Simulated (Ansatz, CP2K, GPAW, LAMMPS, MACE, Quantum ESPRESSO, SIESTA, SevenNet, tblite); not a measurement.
# Amorphous Si0.9Ge0.1 (94 atoms) in SIESTA, part 2 of 2

Aim: run amorphous Si0.9Ge0.1 (94 atoms) in SIESTA and see how near its forces come to a plane-wave reference, and at what cost.

Program: SIESTA 5.4.2; the method stands at each step. Banners, paths, timers and routine set-up lines are dropped from the logs unmarked, and long logs keep their key lines alone; longer cuts are marked. The potentials were converted by us to PSML.

So far. Step 2 (PBE, DZP, shift 0.01 Ry, mesh 300 Ry): Forces lie 8.4 % from the reference's, at 0.63 times its CPU time (on 2 against 4 cores). Step 3 (PBE, SZP, shift 0.01 Ry, mesh 300 Ry): Against the first run (8.4 %), the force difference from the reference is 35 %, at 0.69 times the CPU time (on 1 against 2 cores), with 891 basis functions against 1267: the smaller basis costs accuracy.

### Step 4. PBE, DZP, shift 0.01 Ry, mesh 150 Ry

Method: Kohn-Sham DFT, PBE, PseudoDojo 0.4.1 norm-conserving pseudopotentials (converted to PSML), numerical atomic orbitals (DZP), diagonalisation.

Input file input.fdf:

```
SystemLabel cell
NumberOfAtoms 94
NumberOfSpecies 2
%block ChemicalSpeciesLabel
  1 14 Si
  2 32 Ge
%endblock ChemicalSpeciesLabel
LatticeConstant 1.0 Ang
%block LatticeVectors
  12.40220 0.00000 0.00000
  0.00000 12.40220 0.00000
  0.00000 0.00000 12.40220
%endblock LatticeVectors
PAO.BasisSize DZP
PAO.EnergyShift 0.01 Ry
XC.Functional GGA
XC.Authors PBE
MeshCutoff 150 Ry
%block kgrid_Monkhorst_Pack
  1 0 0 0.0
  0 1 0 0.0
  0 0 1 0.0
%endblock kgrid_Monkhorst_Pack
SolutionMethod diagon
OccupationFunction FD
ElectronicTemperature 580 K
SCF.Mixer.Method Pulay
SCF.Mixer.Weight 0.05
SCF.Mixer.History 8
SCF.Mix Hamiltonian
MaxSCFIterations 300
SCF.DM.Tolerance 1e-04
SCF.H.Tolerance 1.0e-3 eV
WriteForces T
Write.HirshfeldPop T
Write.VoronoiPop T
Write.DM F
Write.H F
XML.Write F
AtomicCoordinatesFormat Fractional
%block AtomicCoordinatesAndAtomicSpecies
[... 94 atom lines left out: the same atoms as in the first run ...]
%endblock AtomicCoordinatesAndAtomicSpecies
```

Launch:

```bash
$ OMP_NUM_THREADS=1 mpirun -np 2 siesta < input.fdf > output.txt
```

The program printed:

```text
Version         : 5.4.2
reinit: System Name:
reinit: System Label: cell
initatom: Reading input for the pseudopotentials and atomic orbitals ----------
Species number:   1 Atomic number:   14 Label: Si
Species number:   2 Atomic number:   32 Label: Ge
Ground state valence configuration (from tables):   3s02  3p02  3d00  4f00
Ground state valence configuration (from tables):   4s02  4p02  4d00  4f00
---- Processing specs for species: Si
GGA--PBE XC_GGA_X_PBE--XC_GGA_C_PBE pb
---- Processing specs for species: Ge
GGA--PBE XC_GGA_X_PBE--XC_GGA_C_PBE pb
[... lines left out ...]
stepf: Fermi-Dirac step function
        iscf     Eharris(eV)        E_KS(eV)     FreeEng(eV)     dDmax    Ef(eV) dHmax(eV)
[... lines left out ...]
SCF Convergence by DM+H criterion
[... lines left out ...]
SCF cycle converged after 21 iterations
[... lines left out ...]
   Max    2.528200
[... lines left out ...]
   Max    2.528200    constrained
Stress tensor Voigt[x,y,z,yz,xz,xy] (kbar):      -35.01      -17.50      -19.28      -17.13        6.83       -9.04
[... lines left out ...]
siesta: FreeEng =    -31612.874305
[... lines left out ...]
siesta:       Ion-ion =  -12668.857011
siesta:         Total =  -31612.635483
siesta:         Fermi =      -4.371017
siesta: Stress tensor (static) (eV/Ang**3):
siesta:    -0.021851   -0.005640    0.004261
siesta:    -0.005640   -0.010922   -0.010690
siesta:     0.004261   -0.010690   -0.012035
siesta: Cell volume =       1907.638996 Ang**3
siesta: Pressure (static):
siesta:                Solid            Molecule  Units
siesta:           0.00016267          0.00014208  Ry/Bohr**3
siesta:           0.01493601          0.01304556  eV/Ang**3
siesta:          23.93012154         20.90128527  kBar
    Orbital volume contribution        =          71.527593 eV
    (Free)E + p_basis*V_orbitals       =      -31541.346712 eV
    (Free)Eharris+ p_basis*V_orbitals  =      -31541.346714 eV
Hirshfeld Atomic Populations:
Atom #   charge [q] valence [e]  Species
     1     0.010394    3.989606  Si
     2    -0.012704    4.012704  Si
     3    -0.000359    4.000359  Si
[...]
86     0.040304   13.959696  Ge
    87     0.031595   13.968405  Ge
    88     0.055593   13.944407  Ge
[...]
--------------------
 Total     0.000008
Voronoi Atomic Populations:
Atom #   charge [q] valence [e]  Species
[...]
84     0.000171    3.999829  Si
    85     0.003399    3.996601  Si
[...]
93     0.038628   13.961372  Ge
    94     0.027909   13.972091  Ge
--------------------
 Total    -0.000001
```

The job ended after 1.8 min (2 MPI ranks of Arm Neoverse V2, shared host; peak memory 1.1 GiB).

Against the reference:

| Quantity | Value |
| --- | --- |
| r.m.s. force component | 0.7913 eV/Å |
| r.m.s. difference of force components | 62.4 meV/Å |
| longest difference of force vectors | 228.3 meV/Å |
| force difference over r.m.s. force | 8.285 % |
| slope of forces against the reference's | 1.049 |
| correlation of force components | 0.998 |
| pressure | 2.393 GPa |
| pressure difference | 0.651 GPa |
| energy less the same-level run's | -3.481 meV/atom |
| r.m.s. force difference from the same-level run | 1.697 meV/Å |

This is a coarse setting, run to see what it loses.

Against the first run (8.4 %), the force difference from the reference is 8.3 %, at 0.36 times the CPU time: the change moves forces by 1.7 meV/Å r.m.s., so most of the difference comes from elsewhere.

### Step 5. PBE, DZ, shift 0.01 Ry, mesh 300 Ry

Method: Kohn-Sham DFT, PBE, PseudoDojo 0.4.1 norm-conserving pseudopotentials (converted to PSML), numerical atomic orbitals (DZ), diagonalisation.

input.fdf, as its differences from that of step 4:

```diff
@@ -13,3 +13,3 @@
 %endblock LatticeVectors
-PAO.BasisSize DZP
+PAO.BasisSize DZ
 PAO.EnergyShift 0.01 Ry
@@ -17,3 +17,3 @@
 XC.Authors PBE
-MeshCutoff 150 Ry
+MeshCutoff 300 Ry
 %block kgrid_Monkhorst_Pack
```

Launch:

```bash
$ OMP_NUM_THREADS=1 siesta < input.fdf > output.txt
```

The program printed:

```text
Version         : 5.4.2
reinit: System Name:
reinit: System Label: cell
initatom: Reading input for the pseudopotentials and atomic orbitals ----------
Species number:   1 Atomic number:   14 Label: Si
Species number:   2 Atomic number:   32 Label: Ge
Ground state valence configuration (from tables):   3s02  3p02  3d00  4f00
[... lines left out ...]
        iscf     Eharris(eV)        E_KS(eV)     FreeEng(eV)     dDmax    Ef(eV) dHmax(eV)
[... lines left out ...]
SCF Convergence by DM+H criterion
[... lines left out ...]
SCF cycle converged after 19 iterations
[... lines left out ...]
   Max    2.635713
[... lines left out ...]
   Max    2.635713    constrained
Stress tensor Voigt[x,y,z,yz,xz,xy] (kbar):      -89.40      -69.65      -71.95      -20.12        7.80      -10.25
[... lines left out ...]
siesta: FreeEng =    -31562.209075
[... lines left out ...]
siesta:         Fermi =      -4.017459
[... lines left out ...]
siesta:           0.04805741          0.04137374  eV/Ang**3
siesta:          76.99645259         66.28803786  kBar
    Orbital volume contribution        =          48.025962 eV
    (Free)E + p_basis*V_orbitals       =      -31514.183114 eV
    (Free)Eharris+ p_basis*V_orbitals  =      -31514.183126 eV
Hirshfeld Atomic Populations:
Atom #   charge [q] valence [e]  Species
     1     0.008645    3.991355  Si
     2    -0.018349    4.018349  Si
     3     0.004106    3.995894  Si
[...]
86     0.034398   13.965602  Ge
    87     0.022015   13.977985  Ge
    88     0.034919   13.965081  Ge
[...]
--------------------
 Total    -0.000016
Voronoi Atomic Populations:
Atom #   charge [q] valence [e]  Species
[...]
84    -0.012486    4.012486  Si
    85     0.003825    3.996175  Si
[...]
93     0.026195   13.973805  Ge
    94     0.016702   13.983298  Ge
--------------------
 Total    -0.000016
```

The job ended after 3.1 min (1 thread; peak memory 1.2 GiB).

Compared with the plane-wave run:

```
r.m.s. force component                  : 0.8735 eV/Å
r.m.s. difference of force components   : 192.7 meV/Å
longest difference of force vectors     : 679.4 meV/Å
force difference over r.m.s. force      : 25.59 %
slope of forces against the reference's : 1.14
correlation of force components         : 0.9828
pressure                                : 7.7 GPa
pressure difference                     : 5.958 GPa
```

This is a coarse setting, run to see what it loses.

Against the first run (8.4 %), the force difference from the reference is 26 %, at 0.32 times the CPU time (on 1 against 2 cores), with 797 basis functions against 1267: the smaller basis costs accuracy.

### Step 6. All runs compared

Differences are against the plane-wave reference, forces as r.m.s. over components; share is that over the reference's r.m.s. force, slope the least-squares factor from reference forces to these. Total energies of different programs have different zeros and aren't compared.

```
                                                 run  Δ force, r.m.s. (meV/Å)  share (%)  slope  Δ pressure (GPa)  cores  CPU time  memory (GiB)
                                           reference                        -          -      -                 -      4    16 min           6.4
         SIESTA PBE, DZP, shift 0.01 Ry, mesh 300 Ry                     63.3       8.40  1.049             0.613      2   9.9 min           2.4
SIESTA PBE, SZP, shift 0.01 Ry, mesh 300 Ry (coarse)                      262       34.7  1.195              5.20      1   6.9 min           1.8
SIESTA PBE, DZP, shift 0.01 Ry, mesh 150 Ry (coarse)                     62.4       8.29  1.049             0.651      2   3.6 min           1.1
 SIESTA PBE, DZ, shift 0.01 Ry, mesh 300 Ry (coarse)                      193       25.6  1.140              5.96      1   3.1 min           1.2
```

Rows marked coarse were listed beforehand as settings not expected to be converged; some can still land near the reference.

CPU time is summed over cores on a shared host, where runs went side by side, so it is rough. Symmetry, cutoffs, thresholds, outputs and thread counts weren't matched or tuned between programs; memory under MPI is the largest rank's times the ranks.

Within one program, basis, potentials and functional, energies share a zero. Each run against its twin at the usual cutoff or grid and solver:

```
                                        run                             twin  Δ energy (meV/atom)  Δ force, r.m.s. (meV/Å)  CPU time over the twin's
SIESTA PBE, DZP, shift 0.01 Ry, mesh 150 Ry  DZP, shift 0.01 Ry, mesh 300 Ry                -3.48                     1.70                      0.36
```

### Step 7. Outcome

| Quantity | Value |
| --- | --- |
| nearest in forces | SIESTA PBE, DZP, shift 0.01 Ry, mesh 150 Ry (coarse), 8.3 % |
| its CPU time | 3.6 min |

What this shows: The PBE run in local orbitals, coarse settings apart, differs by 8.4 % (SIESTA PBE, DZP, shift 0.01 Ry, mesh 300 Ry); basis, grid and potentials can all enter. Runs with settings chosen to be coarse differ by 8.3 % (SIESTA PBE, DZP, shift 0.01 Ry, mesh 150 Ry) to 35 % (SIESTA PBE, SZP, shift 0.01 Ry, mesh 300 Ry), their programs' other errors included. Of the electronic-structure runs that take under half the reference's CPU time, SIESTA PBE, DZP, shift 0.01 Ry, mesh 150 Ry comes nearest, at 8.3 % in 3.6 min against 16 min. SIESTA PBE, SZP, shift 0.01 Ry, mesh 300 Ry stiffens the forces by a factor of 1.19 while following their directions (correlation 0.972); the slopes of the 4 SIESTA runs lie between 1.05 and 1.19. In pressure, SIESTA PBE, DZ, shift 0.01 Ry, mesh 300 Ry misses by +6.0 GPa, at the same functional. The reference's pressure holds the uncorrected Pulay stress of its 45 Ry basis, so small pressure differences, and their order, may be the reference's own error. The quench rate of 3 K/ps is many orders above laboratory rates, so the cell is likely richer in defects and strain than a real sample. The network of bonds at the start is that of the classical potential that made the cell, and needn't be the one that DFT or experiment would give. The electronic-structure runs sample only Γ, in a cell whose shortest periodic width is 12 Å, which is coarse for a cell with partly filled levels.

[Also dropped from logs without a mark: logging warnings of Python, and SIESTA's first energy breakdown and zero terms.]

[Logs are printed without paths, hosts, clocks, repeated set-up lines and the standing remarks that a program may print on its own settings, such as how far it seeks lower states.]

[Hosts, paths, dates, database ids (printed as entryN), source tags and the programs' standing remarks are cut or masked in the printed files.]
